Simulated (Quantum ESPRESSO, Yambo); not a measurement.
Planning a run of Quantum ESPRESSO 7.5 on SiO2 (Quartz). The input:

```
&control
  calculation = 'nscf'
  prefix = 'x'
  outdir = 'o'
  pseudo_dir = 'pseudo'
/
&system
  ibrav = 0
  nat = 9
  ntyp = 2
  ecutwfc = 72.0
  nbnd = 281
  force_symmorphic = .true.
/
&electrons
  conv_thr = 1e-9
  electron_maxstep = 80
  diago_full_acc = .true.
  diago_thr_init = 5e-6
/
ATOMIC_SPECIES
  Si 28.085 Si.upf
  O 15.999 O.upf
CELL_PARAMETERS angstrom
  4.8174840000 0.0000000000 0.0000000000
  -2.4087420000 4.1720635263 0.0000000000
  0.0000000000 0.0000000000 5.3009180000
ATOMIC_POSITIONS crystal
  Si 0.5303000000 0.0000000000 0.3333333333
  Si 0.0000000000 0.5303000000 0.6666666667
  Si 0.4697000000 0.4697000000 0.0000000000
  O 0.1462000000 0.4142000000 0.8810000000
  O 0.5858000000 0.7320000000 0.2143333333
  O 0.2680000000 0.8538000000 0.5476666667
  O 0.4142000000 0.1462000000 0.1190000000
  O 0.7320000000 0.5858000000 0.7856666667
  O 0.8538000000 0.2680000000 0.4523333333
K_POINTS automatic
  3 3 2 0 0 0
```

```sh
OMP_NUM_THREADS=1 mpirun -n 4 pw.x -nk 4 -in pw.in > pw.out
```

Question: Estimate wall time and host memory on 4 MPI ranks of Arm Neoverse V1, shared host.

It took 54 s; on shared hardware allow 27 s to 1.8 min. Peak host memory was 0.97 GiB.

[Paths, hosts, dates, memory and timing lines, banners, echoed tables and standing remarks are left out of the program output.]

[Logs are printed without paths, hosts, clocks, repeated set-up lines and the standing remarks that a program may print on its own settings, such as how far it seeks lower states.]

[Runs of the session that timed out or met a known fault of the program may be left out.]

[Hosts, paths, dates, database ids (printed as entryN), source tags and the programs' standing remarks are cut or masked in the printed files.]
